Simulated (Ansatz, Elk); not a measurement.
## NaBe6Ni: X-ray structure factors from the self-consistent density

The structure of NaBe6Ni used here is made up (a known structure type with other elements) and was relaxed beforehand with PBE. The aim is the Fourier transform of its all-electron density, F(hkl), set beside the sum over free spherical atoms that refinements use.

Calculated with Elk 11.2.3 (patched build); DFT, PBE, all-electron APW+lo, Dirac cores, scalar-relativistic bands, static density, no spin.

This account leaves out most program logs.

The structure was built from a prototype and need not be the compound's stable phase.

**1. Set-up**

It takes space group Amm2 (No. 38, orthorhombic). The conventional cell has a = 3.769 Å, b = 5.455 Å, c = 7.762 Å, α = 90.00°, β = 90.00°, γ = 90.00°. Ni has 8 Be at 2.24 to 2.46 Å nearest. Nearest to Na lie 10 Be at 2.38 to 2.51 Å. Be has 8 Be at 2.25 to 2.49 Å nearest. Nearest to Be lie 2 Ni at 2.24 Å and 7 Be at 2.28 to 2.49 Å and 2 Na at 2.38 to 2.39 Å. Nearest to Be lie 6 Be at 2.08 to 2.47 Å and 2 Na at 2.51 Å. Nearest to Be lie 6 Be at 2.08 to 2.47 Å and 2 Ni at 2.29 to 2.46 Å and 2 Na at 2.47 Å. Farther neighbours are not listed.

Coordinates:

```cif
data_structure
_symmetry_space_group_name_H-M 'P 1'
_symmetry_Int_Tables_number 1
_cell_length_a 3.7694
_cell_length_b 4.7434
_cell_length_c 4.7434
_cell_angle_alpha 70.196
_cell_angle_beta 90.000
_cell_angle_gamma 90.000
_cell_volume 79.80
loop_
_atom_site_label
_atom_site_type_symbol
_atom_site_fract_x
_atom_site_fract_y
_atom_site_fract_z
_atom_site_occupancy
Ni1 Ni 0.00000 0.90066 0.90066 1
Na2 Na 0.50000 0.57982 0.57982 1
Be3 Be 0.50000 0.13405 0.13405 1
Be4 Be 0.50000 0.64018 0.05816 1
Be5 Be 0.50000 0.05816 0.64018 1
Be6 Be 0.00000 0.36546 0.36546 1
Be7 Be 0.00000 0.92366 0.37411 1
Be8 Be 0.00000 0.37411 0.92366 1
```

**2. Ground state and structure factors**

An all-electron density is needed, since X-rays see the cores too. Task 0 finds the density and task 195 Fourier-transforms it; tshift is off so that phases refer to the origin typed.

Input file elk.in:

```
tasks
  0
  195

xctype
  20

spinpol
  .false.

rgkmax
  7.0

gmaxvr
  14.0

lmaxo
  7

lmaxapw
  8

swidth
  0.002

tshift
  .false.

ramdisk
  .false.

hmaxvr
  5.5

maxscl
  120

epspot
  1e-06

sppath
  './'

avec
  7.12318225502 0.00000000000 0.00000000000
  0.00000000000 5.15392512038 7.33388683967
  0.00000000000 -5.15392512038 7.33388683967

atoms
  3
  'Ni.in'
  1
  -0.0000000000 0.9006642804 0.9006642804   0.000000 0.000000 0.000000
  'Na.in'
  1
  0.5000000000 0.5798178865 0.5798178865   0.000000 0.000000 0.000000
  'Be.in'
  6
  0.5000000000 0.1340530702 0.1340530702   0.000000 0.000000 0.000000
  0.5000000000 0.6401791177 0.0581584613   0.000000 0.000000 0.000000
  0.5000000000 0.0581584613 0.6401791177   0.000000 0.000000 0.000000
  -0.0000000000 0.3654598650 0.3654598650   0.000000 0.000000 0.000000
  0.0000000000 0.9236591971 0.3741081218   0.000000 0.000000 0.000000
  0.0000000000 0.3741081218 0.9236591971   0.000000 0.000000 0.000000

ngridk
  6 5 5
```

On the command line:

```bash
> OMP_NUM_THREADS=4 elk
```

Wall time 79 s (4 threads of Intel Xeon at 2.80GHz (Skylake/Cascade Lake), shared host); peak memory 0.18 GiB.

SFACRHO.OUT:

```text

h k l indices transformed by vhmat matrix:
   1.000000000       0.000000000       0.000000000    
   0.000000000       1.000000000       0.000000000    
   0.000000000       0.000000000       1.000000000    

      h      k      l  multipl.   |H|            Re(F)            Im(F)           |F|

      0      0      0      1   0.0000000       62.999999      0.22110527E-16   62.999999    
      0      1      0      2  0.74501904       13.938447      -15.522328       20.861998    
      0      0     -1      2  0.74501904       13.938447       15.522328       20.861998    
      0     -1     -1      1  0.85673333       8.6156566       15.758993       17.960384    
      0      1      1      1  0.85673333       8.6156566      -15.758993       17.960384    
     -1      0      0      2  0.88207561       15.627448     -0.19234222E-14   15.627448    
      1      0     -1      4   1.1546041       22.970661       7.8150591       24.263685    
     -1      1      0      4   1.1546041       22.970661      -7.8150591       24.263685    
      0      1     -1      2   1.2191068       27.612799     -0.33862158E-14   27.612799    
      1      1      1      2   1.2296542       2.7902996      -24.660998       24.818352    
      1     -1     -1      2   1.2296542       2.7902996       24.660998       24.818352    
      0     -2     -1      2   1.4223352      -8.6428913       26.536221       27.908253    
      0      1      2      2   1.4223352      -8.6428913      -26.536221       27.908253    
      0      2      0      2   1.4900381       12.752600      -13.770251       18.768287    
      0     -2      0      2   1.4900381       12.752600       13.770251       18.768287    
     -1      1     -1      4   1.5047521       12.910158     -0.23353212E-14   12.910158    
      1      2      1      4   1.6736471      -2.1531034      -11.266610       11.470500    
      1     -2     -1      4   1.6736471      -2.1531034       11.266610       11.470500
```

Elk indexes on the primitive cell of elk.in and gives |H| = 4π sin θ/λ in inverse bohr. Below, one row stands for each form hkl of the conventional cell (m members, Friedel mates merged), F is for one primitive cell and the density is static (no thermal factor). Free-atom factors are Waasmaier and Kirfel's, and R is Σm||F|−|F'||/Σm|F|.

| hkl | m | sin θ/λ (Å⁻¹) | abs F, DFT | neutral atoms | diff. | abs of complex diff. |
| --- | --- | --- | --- | --- | --- | --- |
| 011 | 4 | 0.112 | 20.862 | 20.673 | +0.189 | 0.335 |
| 002 | 2 | 0.129 | 17.960 | 17.948 | +0.013 | 0.348 |
| 100 | 2 | 0.133 | 15.627 | 15.347 | +0.280 | 0.280 |
| 111 | 8 | 0.174 | 24.264 | 24.418 | -0.154 | 0.161 |
| 020 | 2 | 0.183 | 27.613 | 27.746 | -0.133 | 0.133 |
| 102 | 4 | 0.185 | 24.818 | 24.940 | -0.122 | 0.172 |
| 013 | 4 | 0.214 | 27.908 | 27.959 | -0.050 | 0.165 |
| 022 | 4 | 0.224 | 18.768 | 18.784 | -0.016 | 0.016 |
| 120 | 4 | 0.226 | 12.910 | 12.940 | -0.030 | 0.030 |
| 113 | 8 | 0.252 | 11.470 | 11.606 | -0.135 | 0.137 |
| 004 | 2 | 0.258 | 28.829 | 29.062 | -0.233 | 0.253 |
| 122 | 8 | 0.260 | 34.890 | 35.165 | -0.276 | 0.279 |
| 200 | 2 | 0.265 | 37.604 | 37.943 | -0.338 | 0.338 |
| 031 | 4 | 0.282 | 13.346 | 13.413 | -0.067 | 0.136 |
| 211 | 8 | 0.288 | 15.778 | 15.919 | -0.141 | 0.143 |
| 104 | 4 | 0.290 | 24.222 | 24.395 | -0.173 | 0.207 |
| 202 | 4 | 0.295 | 13.875 | 14.013 | -0.138 | 0.166 |
| 131 | 8 | 0.312 | 21.616 | 21.724 | -0.107 | 0.112 |
| 024 | 4 | 0.316 | 16.333 | 16.366 | -0.033 | 0.047 |
| 220 | 4 | 0.323 | 21.736 | 21.799 | -0.063 | 0.063 |
| 015 | 4 | 0.335 | 14.063 | 14.120 | -0.057 | 0.062 |
| 033 | 4 | 0.336 | 21.022 | 21.120 | -0.098 | 0.106 |

**3. The highest occupied states alone**

An energy window below the Fermi level keeps the highest occupied states, to see at which angles they scatter; shallow core shells can lie inside it and anion s states outside. No new self-consistency is needed.

elk.in, as its differences from that of step 2:

```diff
@@ -1,3 +1,2 @@
 tasks
-  0
   195
@@ -40,2 +39,5 @@
 
+wsfac
+  -0.156050 0.511440
+
 sppath
```

On the command line:

```bash
> OMP_NUM_THREADS=4 elk
```

The job ended after 7.9 s (4 threads; peak memory 0.17 GiB; 10 s of CPU time).

States within 10 eV below the Fermi level hold 23.00 electrons; any levels below the window count with the cores. Their amplitudes can exceed the total, where window and core parts have opposite phase:

| hkl | sin θ/λ (Å⁻¹) | abs F, window | abs F, all |
| --- | --- | --- | --- |
| 011 | 0.112 | 7.843 | 20.862 |
| 002 | 0.129 | 7.229 | 17.960 |
| 100 | 0.133 | 7.550 | 15.627 |
| 111 | 0.174 | 5.701 | 24.264 |
| 020 | 0.183 | 5.590 | 27.613 |
| 102 | 0.185 | 5.579 | 24.818 |
| 013 | 0.214 | 5.412 | 27.908 |
| 022 | 0.224 | 5.279 | 18.768 |
| 120 | 0.226 | 5.135 | 12.910 |
| 113 | 0.252 | 4.541 | 11.470 |

**4. Another functional**

The difference from free atoms is small, so it is set against the change that LDA (Perdew-Wang) makes.

elk.in, as its differences from that of step 3:

```diff
@@ -1,2 +1,3 @@
 tasks
+  0
   195
@@ -4,3 +5,3 @@
 xctype
-  20
+  3
 
@@ -39,5 +40,2 @@
 
-wsfac
-  -0.156050 0.511440
-
 sppath
```

On the command line:

```bash
> OMP_NUM_THREADS=4 elk
```

The job ended after 61 s (4 threads; peak memory 0.17 GiB; 3.7 min of CPU time).

Against the first run R = 0.12 %; the largest change is -0.076 at 400.

**5. Basis size**

A smaller basis shows how fast F responds to it; the change is likely larger than the basis error of the first run, but doesn't show convergence.

elk.in, as its differences from that of step 4:

```diff
@@ -5,3 +5,3 @@
 xctype
-  3
+  20
 
@@ -11,3 +11,3 @@
 rgkmax
-  7.0
+  5.5
```

On the command line:

```bash
> OMP_NUM_THREADS=4 elk
```

Elapsed: 43 s, on 4 threads; peak memory 0.17 GiB; 2.3 min of CPU time.

Against the first run R = 0.02 %; the largest change is +0.010 at 006.

**6. Settings against the effect**

| run | R against the first run (%) | R against neutral atoms, low angle (%) | wall time |
| --- | --- | --- | --- |
| PBE, rgkmax 7 | 0.00 | 0.69 | 79 s |
| LDA (Perdew-Wang) | 0.12 | 0.70 | 61 s |
| rgkmax 5.5 | 0.02 | 0.70 | 43 s |

**7. What came out**

| Item | Value |
| --- | --- |
| R against neutral atoms, sin θ/λ < 0.3 Å⁻¹ | 0.69 % |
| R against neutral atoms, 0.3 to 0.69 Å⁻¹ | 0.26 % |

What this shows: Independent neutral atoms miss the calculated amplitudes by R = 0.69 % below 0.3 Å⁻¹ and 0.26 % from there to 0.69 Å⁻¹; by shells, 0.89 % below 0.15 Å⁻¹ (3 forms), 0.66 % 0.15 to 0.3 (14 forms), 0.29 % 0.3 to 0.45 (30 forms), 0.24 % above 0.45 (102 forms). Bonding, aspherical density and the tables' own atoms all enter these figures, and the runs don't part them. The largest change of an amplitude is -0.34 electrons, at 200. R counts amplitudes alone; phases shift too. The window's part falls from 23.0 electrons at the origin to at most 2.06 between 0.45 and 0.69 Å⁻¹, where compact states inside the window still scatter. Below 0.3 Å⁻¹ the changes that finished (LDA (Perdew-Wang) and rgkmax 5.5) move F by R = 0.05 % at most, against the 0.69 % that separates it from free atoms. The k-mesh has no finished test. These runs have no spin, though d or f shells may be open. Part of the difference isn't bonding: the tables are fits to free atoms and ions calculated by other methods than this functional. Thermal motion, anomalous dispersion and extinction are left out.

[Logs are printed without paths, hosts, clocks, repeated set-up lines and the standing remarks that a program may print on its own settings, such as how far it seeks lower states.]

[Hosts, paths, dates, database ids (printed as entryN), source tags and the programs' standing remarks are cut or masked in the printed files.]
